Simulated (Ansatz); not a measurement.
# How many bands does the GW gap of HgC2S2N2 (C2/m) need?, part 2 of 2

Wanted: a G0W0 gap for HgC2S2N2 (C2/m) that is converged in bands and cutoff, or an estimate of the limit.

Ansatz 0.2.0; G0W0 on PBE, plane waves, PAW; PAW set soft_1. Known limits of the many-body steps: not at the basis limit; d shell near the gap, gap tends to lie low; no spin-orbit coupling; coarse k mesh.

So far. Step 4 (1043 empty bands, screening to 220 eV): Against the run with 4×4×4 mesh, 485 empty bands, screening to 132 eV, PAW set soft_1 files, the gap moves by +0.018 eV.

## (5) Changing the k mesh: 4×4×2 mesh, 485 empty bands, screening to 132 eV, PAW set soft_1 files

Only the mesh changes. It samples the long-range screening, which converges on its own terms. Bands and cutoff differ from the step before, so it is read against an earlier run that matches them.

File input.yaml:

```yaml
crystal:
  lattice:
    - [5.439, -2.021, 0.0]
    - [5.439, 2.021, 0.0]
    - [-0.5921680587, 0.0, 6.4076955288]
  atoms:
    - { symbol: Hg, position: [0.0, 0.0, 0.0] }
    - { symbol: C, position: [0.2661513025, 0.2661513025, 0.2233405963] }
    - { symbol: C, position: [0.7338486975, 0.7338486975, 0.7766594037] }
    - { symbol: S, position: [0.1320101513, 0.1320101513, 0.3259806969] }
    - { symbol: S, position: [0.8679898487, 0.8679898487, 0.6740193031] }
    - { symbol: "N", position: [0.3633996325, 0.3633996325, 0.1569129335] }
    - { symbol: "N", position: [0.6366003675, 0.6366003675, 0.8430870665] }
kpoints:
  mp_grid: { grid: [4, 4, 2] }
hamiltonian:
  xc: pbe
  pseudopotentials: { kind: paw, azcp: { folder: soft_1 } }
scf:
  occupations: { method: fixed }
gw:
  n_empty_bands: 485
  ecut_chi: 132
  qp_bands: [v2, c2]
  qp_kpoints: band_edges
  screening: { model: contour_deformation }
```

Run with:

```sh
$ ansatz run input.yaml --threads 3 --pin off --max-ram 92160MiB --backend cuda --events-out ev --progress --plain --runs-dir out --devices 1 --max-vram 13GiB
```

Numbers of over 12 decimals in the logs are rounded to 6 here.

The log of the run:

```text
GPUs: using 1 of 1 available (devices: 1).
[...]
GPU FFT provider: cuFFT
GPU libraries: cuBLAS 13.8.2, cuFFT 12.4.0, cuSOLVER 12.3.4
Crystal: 7 atoms, lattice volume = 140.870 Å³
Basis set: ecut = 420 eV, 2761 PW (Γ)
Bands: 32, of which v1, the nominal top of the filled ones, is band 25 counted from 1 (24 counted from 0)
Symmetry: 4 space group operations
[...]
k-points: 14 of 32
[...]
1    27      7.4470    -7.2599    -4.2036   -12.3381  0.7825     8.3353     8.3215  root
[...]
13    24      2.9634   -18.9209     2.0776   -15.7923  0.7495     1.8896     1.9124  root
    13    25      2.9821   -19.8503     2.1328   -16.6753  0.7519     1.9180     1.9398  root
    13    26      5.9602   -11.3764    -3.7797   -16.0172  0.7821     6.8317     6.8213  root
    13    27      7.7103    -8.7136    -4.3580   -14.2124  0.7582     8.8818     8.8512  root
[key lines of the parts left out:]
SCF converged after 9 iterations
Free energy (F): -16887.320488 eV
Fermi energy:    3.100609 eV
```

It took 28 s on 1 × NVIDIA H100 80GB HBM3 (shared by 6 runs) with 3 threads of AMD EPYC 7R13 (Zen 3), shared host; peak memory 1.9 GiB; 44 s of CPU time.

This step gave:

```
bands summed                                 : 510
RPA ε∞ on this mesh (eigenvalues)            : 2.604, 3.234, 5.159
plane waves in the screening matrix          : 487
G0W0 gap on the mesh                         : 4.011 eV
k of the valence top                         : -0.5, -0.5, 0
k of the conduction bottom                   : 0, 0, 0
starting gap on the mesh                     : 2.210 eV
least direct G0W0 gap on the computed points : 4.151 eV
```

Against the run with 4×4×4 mesh, 485 empty bands, screening to 132 eV, PAW set soft_1 files, the gap moves by +0.001 eV.

## (6) Changing the frequency model: 4×4×4 mesh, 1043 empty bands, screening to 220 eV, plasmon pole, PAW set soft_1 files

A plasmon pole stands in for the full frequency dependence of the screening; this run shows what that costs in accuracy. Bands and cutoff differ from the step before, so it is read against an earlier run that matches them.

Changes to input.yaml since step 5:

```diff
@@ -14,3 +14,3 @@
 kpoints:
-  mp_grid: { grid: [4, 4, 2] }
+  mp_grid: { grid: [4, 4, 4] }
 hamiltonian:
@@ -21,6 +21,6 @@
 gw:
-  n_empty_bands: 485
-  ecut_chi: 132
+  n_empty_bands: 1043
+  ecut_chi: 220.0
   qp_bands: [v2, c2]
   qp_kpoints: band_edges
-  screening: { model: contour_deformation }
+  screening: { model: godby_needs }
```

The log of the run:

```text
GPUs: using 1 of 1 available (devices: 1).
[...]
GPU FFT provider: cuFFT
GPU libraries: cuBLAS 13.8.2, cuFFT 12.4.0, cuSOLVER 12.3.4
Crystal: 7 atoms, lattice volume = 140.870 Å³
Basis set: ecut = 420 eV, 2761 PW (Γ)
Bands: 32, of which v1, the nominal top of the filled ones, is band 25 counted from 1 (24 counted from 0)
Symmetry: 4 space group operations
[...]
k-points: 24 of 64
[...]
1    27      7.4620    -7.7139    -4.1415   -12.7542  0.8049     8.3659     8.3608  root
[...]
23    24      2.9635   -18.9179     1.9478   -15.7923  0.7772     1.7747     1.7857  root
    23    25      2.9821   -19.8532     2.0187   -16.6753  0.7785     1.8121     1.8229  root
    23    26      5.9602   -11.3949    -3.7664   -16.0171  0.8009     6.8196     6.8160  root
    23    27      7.7102    -8.7177    -4.3418   -14.2126  0.7893     8.8698     8.8632  root
[key lines of the parts left out:]
SCF converged after 9 iterations
Free energy (F): -16887.320622 eV
Fermi energy:    3.100719 eV
```

It took 5 min on 1 × NVIDIA H100 80GB HBM3 (shared by 6 runs) with 3 threads; peak memory 8.9 GiB.

This step gave:

| Quantity | Value |
| --- | --- |
| bands summed | 1068 |
| plasmon-pole fit frequency | 22.12 eV |
| RPA ε∞ on this mesh (eigenvalues) | 2.608, 3.227, 5.150 |
| plane waves in the screening matrix | 1023 |
| G0W0 gap on the mesh | 4.111 eV |
| k of the valence top | -0.5, -0.5, 0 |
| k of the conduction bottom | 0, 0, 0 |
| starting gap on the mesh | 2.210 eV |
| least direct G0W0 gap on the computed points | 4.254 eV |

Against the run with 4×4×4 mesh, 1043 empty bands, screening to 220 eV, PAW set soft_1 files, the gap moves by +0.08 eV.

## (7) Changing the files and raising the bands: 4×4×4 mesh, 1547 empty bands, screening to 286 eV, hard PAW files

Other atomic data (hard PAW) test the pseudisation: the cutoff goes from 420 to 870 eV, with the same valence electrons. Bands and screening cutoff change too, so the step is no clean test of the files.

This step: G0W0 on PBE, plane waves, PAW.

Changes to input.yaml since step 6:

```diff
@@ -17,3 +17,3 @@
   xc: pbe
-  pseudopotentials: { kind: paw, azcp: { folder: soft_1 } }
+  pseudopotentials: { kind: paw, source: ansatz }
 scf:
@@ -21,6 +21,6 @@
 gw:
-  n_empty_bands: 1043
-  ecut_chi: 220.0
+  n_empty_bands: 1547
+  ecut_chi: 286.0
   qp_bands: [v2, c2]
   qp_kpoints: band_edges
-  screening: { model: godby_needs }
+  screening: { model: contour_deformation }
```

The log of the run:

```text
GPUs: using 1 of 1 available (devices: 1).
[...]
GPU FFT provider: cuFFT
GPU libraries: cuBLAS 13.8.2, cuFFT 12.4.0, cuSOLVER 12.3.4
Crystal: 7 atoms, lattice volume = 140.870 Å³
Basis set: ecut = 870 eV, 8185 PW (Γ)
Bands: 32, of which v1, the nominal top of the filled ones, is band 25 counted from 1 (24 counted from 0)
Symmetry: 4 space group operations
[...]
k-points: 24 of 64
[...]
1    27      7.4762    -7.6892    -4.2937   -12.7226  0.7786     8.2254     8.2158  root
[...]
23    24      2.9773   -18.9169     1.8565   -15.7907  0.7481     1.6726     1.7076  root
    23    25      2.9958   -19.8492     1.8950   -16.6703  0.7502     1.6768     1.7119  root
    23    26      5.9754   -11.3902    -4.0116   -16.0089  0.7807     6.5873     6.5824  root
    23    27      7.7279    -8.7130    -4.5735   -14.2010  0.7562     8.6612     8.6424  root
[key lines of the parts left out:]
SCF converged after 10 iterations
Free energy (F): -16919.316782 eV
Fermi energy:    3.114653 eV
```

Wall time 9.7 min (1 × NVIDIA H100 80GB HBM3 (shared by 6 runs) with 3 threads); peak memory 16 GiB; 18 min of CPU time.

This step gave:

- bands summed: 1572
- RPA ε∞ on this mesh (eigenvalues): 2.607, 3.227, 5.145
- plane waves in the screening matrix: 1547
- G0W0 gap on the mesh: 4.013 eV
- k of the valence top: -0.5, -0.5, 0
- k of the conduction bottom: 0, 0, 0
- starting gap on the mesh: 2.212 eV
- least direct G0W0 gap on the computed points: 4.153 eV

Against the run with 4×4×4 mesh, 1043 empty bands, screening to 220 eV, PAW set soft_1 files, the gap moves by −0.015 eV.

## (8) The runs together

Times are wall times on 1 × NVIDIA H100 80GB HBM3 (shared by 6 runs) with 3 threads of AMD EPYC 7R13 (Zen 3), shared host, good to a factor of about two.

| mesh | files | frequency | bands summed | cutoff (eV) | start (eV) | G0W0 (eV) | time | host memory (GiB) |
| --- | --- | --- | --- | --- | --- | --- | --- | --- |
| 4×4×4 | PAW set soft_1 | contour deformation | 196 | 66 | 2.210 | 3.960 | 31 s | 1.4 |
| 4×4×4 | PAW set soft_1 | contour deformation | 510 | 132 | 2.210 | 4.010 | 83 s | 2.7 |
| 4×4×4 | PAW set soft_1 | contour deformation | 1068 | 220 | 2.210 | 4.028 | 3.3 min | 6.8 |
| 4×4×2 | PAW set soft_1 | contour deformation | 510 | 132 | 2.210 | 4.011 | 28 s | 1.9 |
| 4×4×4 | PAW set soft_1 | plasmon pole | 1068 | 220 | 2.210 | 4.111 | 5 min | 8.9 |
| 4×4×4 | hard PAW | contour deformation | 1572 | 286 | 2.212 | 4.013 | 9.7 min | 16 |

How the two edges are built up, in eV (the quasiparticle level is the starting level plus Σx plus Σc less Vxc):

| run | edge | start | Σx | Σc | Vxc | Z | QP |
| --- | --- | --- | --- | --- | --- | --- | --- |
| 196 bands | valence top | 3.10 | -19.79 | 2.44 | -16.66 | 0.76 | 2.41 |
| 196 bands | conduction bottom | 5.31 | -10.98 | -3.23 | -15.27 | 0.80 | 6.37 |
| 510 bands | valence top | 3.10 | -19.79 | 2.08 | -16.66 | 0.75 | 2.06 |
| 510 bands | conduction bottom | 5.31 | -10.98 | -3.54 | -15.27 | 0.79 | 6.07 |
| 1068 bands | valence top | 3.10 | -19.79 | 1.91 | -16.66 | 0.75 | 1.89 |
| 1068 bands | conduction bottom | 5.31 | -10.98 | -3.69 | -15.27 | 0.79 | 5.91 |

## (9) Summary of results

```
196 bands, 66 eV                    : 3.960 eV
510 bands, 132 eV                   : 4.010 eV
1068 bands, 220 eV                  : 4.028 eV
estimated limit in bands and cutoff : 4.05 eV
mesh and start                      : 4×4×4, PBE
```

A line in one over the bands through the two highest rungs gives 4.05 eV, +0.02 eV from the top rung; the pair below gives 4.04 eV, in fair agreement. The rungs stand 0.09 eV (196 bands), 0.04 eV (510 bands) and 0.02 eV (1068 bands) from it. From 196 to 1068 bands the gap moves by +0.07 eV while the time grows 6.4-fold. Σc changes by −0.53 eV at the valence top and −0.46 eV at the conduction bottom, so the levels themselves move more than the gap between them. On the 4×4×2 mesh in place of 4×4×4 the gap differs by +0.001 eV, of which +0.0001 eV is already in the start. The plasmon-pole model gives +0.08 eV against contour deformation, 5 % of the correction, and saved no time in this program. With hard PAW files and 1572 bands the gap is 4.01 eV; the line for the PAW set soft_1 files gives 4.03 eV at that count, a difference of −0.02 eV that holds the line's own error too. The cheapest rung within 0.1 eV of this estimate is that with 196 bands (31 s). A d shell, filled or nearly so, lies near the gap. One-shot GW converges very slowly in bands there, not always from below, and on a semilocal start the gap tends to come out low; starts rich in exact exchange can overshoot instead. The many-body steps are scalar-relativistic: spin-orbit coupling is not in them.

[Paths, hosts, dates, memory and timing lines, banners, echoed tables and standing remarks are left out of the program output.]

[Logs are printed without paths, hosts, clocks, repeated set-up lines and the standing remarks that a program may print on its own settings, such as how far it seeks lower states.]

[Runs of the session that timed out or met a known fault of the program may be left out.]

[Cells called generated may have been cut or substituted from an entry of the Crystallography Open Database or the Materials Project.]

[Hosts, paths, dates, database ids (printed as entryN), source tags and the programs' standing remarks are cut or masked in the printed files.]
